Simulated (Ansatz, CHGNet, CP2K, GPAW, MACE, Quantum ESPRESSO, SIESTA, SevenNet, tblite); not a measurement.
# Al54Cu46 (at. %) with crystalline order left by the classical run (111 atoms), the built cell with every atom moved at random

The starting structure: 111 atoms (60 Al, 51 Cu) placed at random at 4.5 g/cm³, melted at 1800 K for 10 ps at fixed volume with the EAM Al-Cu potential (Cai and Ye, Phys. Rev. B 54, 8398 (1996)). Quenched from 1300 K to 300 K at 500 K/ps and zero pressure, held 5 ps, then minimised at fixed cell. Then every atom was moved at random, 0.03 Å r.m.s. a Cartesian component.

Geometry: the built cell with every atom moved at random. Computed with MACE MP-0b2 small: machine-learned interatomic potential MACE MP-0b2 small, trained on PBE(+U) plane-wave data; its forces lie 43 % r.m.s. from those of plane-wave PBE on this cell; published weights, no electronic structure; density 4.99 g/cm³.

Cell vectors (Å):

```
11.739 0.000 0.000
0.000 11.739 0.000
0.000 0.000 11.739
```

Positions (Å):

```
1 Al 0.118 5.676 9.712
2 Al 3.753 9.764 9.538
3 Al 0.461 8.371 5.461
4 Al 2.241 2.666 0.694
5 Al 2.479 2.042 7.602
6 Al 7.278 9.633 6.665
7 Al 8.898 8.157 0.265
8 Al 7.060 8.513 2.181
9 Al 3.768 10.932 3.582
10 Al 7.105 0.625 7.245
11 Al 10.329 10.615 10.901
12 Al 0.708 4.259 7.185
13 Al 5.863 9.130 4.590
14 Al 8.533 9.233 9.429
15 Al 0.330 11.461 1.880
16 Al 5.200 2.734 7.290
17 Al 0.679 7.318 2.976
18 Al 8.588 1.566 3.257
19 Al 9.084 10.613 2.315
20 Al 3.372 4.439 6.382
21 Al 2.845 6.041 4.181
22 Al 9.676 8.768 6.732
23 Al 1.376 4.754 2.215
24 Al 5.564 10.720 1.528
25 Al 11.549 2.548 2.513
26 Al 9.657 7.575 2.670
27 Al 7.868 5.914 1.622
28 Al 6.703 4.107 0.023
29 Al 3.050 0.696 10.172
30 Al 1.348 10.140 10.821
31 Al 9.286 6.631 8.790
32 Al 7.652 6.592 6.728
33 Al 2.029 9.393 7.478
34 Al 3.794 1.953 5.164
35 Al 9.868 1.038 0.793
36 Al 2.798 11.412 6.253
37 Al 9.109 1.877 5.774
38 Al 11.567 10.934 6.322
39 Al 5.972 9.029 10.987
40 Al 1.073 2.930 9.691
41 Al 8.686 2.635 10.863
42 Al 11.204 6.219 0.773
43 Al 6.189 2.101 9.714
44 Al 2.034 5.151 11.314
45 Al 4.252 4.575 0.771
46 Al 5.109 1.356 2.763
47 Al 8.446 4.218 4.277
48 Al 11.228 3.526 0.017
49 Al 7.089 1.234 0.911
50 Al 9.846 4.658 6.768
51 Al 3.023 11.696 1.031
52 Al 7.557 4.597 9.090
53 Al 7.289 6.611 4.201
54 Al 5.170 5.855 2.888
55 Al 9.537 11.331 7.869
56 Al 2.982 8.783 4.922
57 Al 11.175 1.941 7.351
58 Al 5.050 5.412 10.023
59 Al 10.967 7.865 10.456
60 Al 2.221 6.786 6.674
61 Cu 4.061 7.359 8.284
62 Cu 0.337 5.653 5.093
63 Cu 6.306 10.467 8.947
64 Cu 5.544 6.912 0.699
65 Cu 2.210 1.409 3.148
66 Cu 8.388 8.913 4.430
67 Cu 0.901 0.027 8.644
68 Cu 8.086 0.264 10.009
69 Cu 9.297 5.282 11.119
70 Cu 4.708 2.027 0.224
71 Cu 10.581 5.034 3.050
72 Cu 6.513 2.072 4.900
73 Cu 9.869 6.787 5.126
74 Cu 7.392 3.775 6.640
75 Cu 4.675 9.463 7.047
76 Cu 10.803 0.590 4.031
77 Cu 5.487 5.319 7.492
78 Cu 11.437 9.505 8.567
79 Cu 11.231 9.155 1.195
80 Cu 4.507 0.251 8.117
81 Cu 5.601 4.430 4.960
82 Cu 1.031 1.456 5.338
83 Cu 11.003 3.235 4.897
84 Cu 3.483 7.242 10.765
85 Cu 1.287 10.832 4.151
86 Cu 4.953 6.913 5.785
87 Cu 1.609 7.660 9.344
88 Cu 3.005 6.768 1.552
89 Cu 2.676 5.251 8.790
90 Cu 3.790 3.162 9.898
91 Cu 6.966 11.363 3.782
92 Cu 6.516 3.510 2.557
93 Cu 6.378 7.797 8.538
94 Cu 9.128 3.582 1.643
95 Cu 10.791 9.766 3.813
96 Cu 4.358 8.435 2.716
97 Cu 8.614 2.245 8.313
98 Cu 3.613 9.245 0.382
99 Cu 1.396 7.851 0.203
100 Cu 11.433 6.903 7.468
101 Cu 5.389 11.596 10.882
102 Cu 10.558 1.329 9.762
103 Cu 1.663 3.589 4.545
104 Cu 1.955 9.375 2.249
105 Cu 7.766 10.528 0.087
106 Cu 8.975 11.137 5.342
107 Cu 5.304 11.541 5.619
108 Cu 7.285 6.637 10.625
109 Cu 3.747 3.538 3.143
110 Cu 0.663 0.873 11.365
111 Cu 10.275 3.735 9.144
```

**Question.** What force acts on each atom?

Columns: atom, fx, fy, fz (forces in eV/Å).

```
1 -0.182 -1.198 -0.631
2 0.566 -0.297 -0.037
3 -0.889 -0.225 -0.171
4 0.058 -0.559 0.116
5 -0.032 -0.180 0.233
6 -0.706 0.358 0.753
7 -0.317 0.346 -0.387
8 -0.487 0.260 -0.125
9 -0.024 0.035 0.067
10 -0.561 -0.091 -0.173
11 0.264 0.217 -0.071
12 0.327 0.331 0.020
13 -0.647 -0.055 -0.099
14 -0.535 -0.103 -0.139
15 -0.064 -0.121 0.227
16 0.221 0.054 0.140
17 -0.100 0.158 -0.218
18 -0.260 -0.076 -0.344
19 -0.275 0.094 0.082
20 0.131 -0.011 -0.076
21 0.059 -0.223 -0.228
22 0.753 -0.158 -0.041
23 0.111 0.048 0.308
24 0.011 -0.556 0.105
25 0.081 -0.221 0.566
26 0.568 0.114 0.732
27 -0.003 -0.509 -0.316
28 0.376 -0.125 -0.058
29 -0.207 0.345 -0.245
30 -0.175 -0.033 -0.030
31 -0.057 -0.109 0.423
32 -0.414 -0.310 0.095
33 -0.350 -0.494 0.845
34 -0.074 0.071 -0.513
35 0.377 -0.023 -0.037
36 0.100 0.417 -0.395
37 -0.456 0.123 0.182
38 0.295 0.319 -0.726
39 -0.130 -0.891 0.007
40 0.066 -0.340 -0.061
41 -0.002 0.467 -0.297
42 -0.053 -0.060 0.312
43 -0.146 -0.403 0.168
44 -0.021 0.373 -0.113
45 -0.131 -0.390 0.309
46 -0.051 0.303 0.286
47 0.125 -0.240 -0.210
48 -0.155 0.077 -0.064
49 0.064 0.019 -0.442
50 -0.271 0.162 -0.226
51 -0.160 0.142 -0.031
52 -0.081 -0.326 -0.361
53 -0.030 0.292 0.256
54 -0.114 -0.006 0.225
55 0.032 0.299 0.722
56 0.639 -0.046 -0.126
57 0.477 -0.168 0.295
58 -0.099 0.555 -0.589
59 0.431 1.492 -0.051
60 -0.143 -0.152 0.666
61 -0.533 -0.051 -0.043
62 0.010 0.271 0.104
63 0.245 -0.356 -0.500
64 -0.170 0.126 -0.182
65 0.166 -0.030 -0.592
66 -0.051 0.026 -0.110
67 -0.011 0.096 0.038
68 0.159 0.201 -0.540
69 0.102 -0.261 -0.041
70 0.033 0.203 0.085
71 0.208 0.474 0.008
72 0.033 -0.301 -0.021
73 -0.253 -0.075 -0.013
74 0.250 0.107 0.065
75 0.075 -0.068 -0.198
76 0.013 0.061 0.001
77 0.381 -0.237 0.473
78 -0.238 0.136 0.144
79 -0.241 -0.390 0.072
80 0.070 0.302 0.129
81 0.056 0.171 -0.109
82 0.165 -0.764 0.812
83 -0.356 0.150 0.293
84 0.788 -0.246 0.060
85 0.078 0.164 0.481
86 -0.176 0.411 -0.455
87 -0.406 0.401 -0.600
88 0.223 -0.439 0.488
89 -0.043 -0.067 0.108
90 -0.342 0.036 -0.130
91 0.056 0.067 -0.382
92 -0.013 -0.003 0.024
93 0.540 0.533 -0.043
94 -0.425 -0.215 -0.335
95 0.265 -0.432 0.061
96 0.384 0.227 0.006
97 -0.200 -0.252 -0.011
98 0.253 0.414 0.029
99 -0.624 0.050 -0.225
100 0.029 0.078 -0.334
101 -0.070 0.092 0.129
102 0.129 -0.489 0.092
103 0.547 0.556 -0.312
104 0.047 -0.048 -0.081
105 0.151 -0.369 0.619
106 0.039 -0.104 0.190
107 -0.064 0.030 0.036
108 0.041 0.059 0.234
109 0.234 0.296 -0.145
110 0.114 -0.012 -0.049
111 0.600 0.696 0.161
```

The quench rate of 500 K/ps is many orders above laboratory rates, so the cell is likely richer in defects and strain than a real sample. The network of bonds at the start is that of the classical potential that made the cell, and needn't be the one that DFT or experiment would give.

The r.m.s. force component is 0.322 eV/Å; the longest force, 1.55 eV/Å, acts on Al59.

[Logs are printed without paths, hosts, clocks, repeated set-up lines and the standing remarks that a program may print on its own settings, such as how far it seeks lower states.]

[Hosts, paths, dates, database ids (printed as entryN), source tags and the programs' standing remarks are cut or masked in the printed files.]
